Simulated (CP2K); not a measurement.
Two runs for the O K edge of 2-ethynyloxazole. Run A: CP2K XAS_TDP, all-electron GAPW, PBEh(45%), aug-cc-pVDZ, TDA, no relativity. Run B has a fault in its input.

First lines with a strength over 0.0015. A:

```tsv
atom	energy (eV)	states	strength, one atom
O7 (bonded to 2 C)	530.32	1	0.0266
	533.31	1	0.0158
	534.06	1	0.0079
	534.43	1	0.0186
	535.02	1	0.0056
```

B:

```tsv
atom	energy (eV)	states	strength, one atom
O7 (bonded to 2 C)	535.09	1	0.0095
	537.04	1	0.0029
	540.32	1	0.0019
	541.03	1	0.0022
	541.70	1	0.0049
```

Question: What went wrong in run B?

Exact exchange is left out of the kernel though the ground state has it (exact exchange in the kernel to 0). Against PBEh(45%) in aug-cc-pVDZ, the leading line moves by +4.77 eV, to 535.09 eV; the strength of O7's goes from 0.0266 to 0.0095, so the two may not be the same state. The next line of O7 over the strength cut lies 1.95 eV higher, against 2.99. Another fault could leave a like mark.

[Banner, clock and machine lines of the logs are left out without a mark of their own.]

[Logs are printed without paths, hosts, clocks, repeated set-up lines and the standing remarks that a program may print on its own settings, such as how far it seeks lower states.]

[Hosts, paths, dates, database ids (printed as entryN), source tags and the programs' standing remarks are cut or masked in the printed files.]
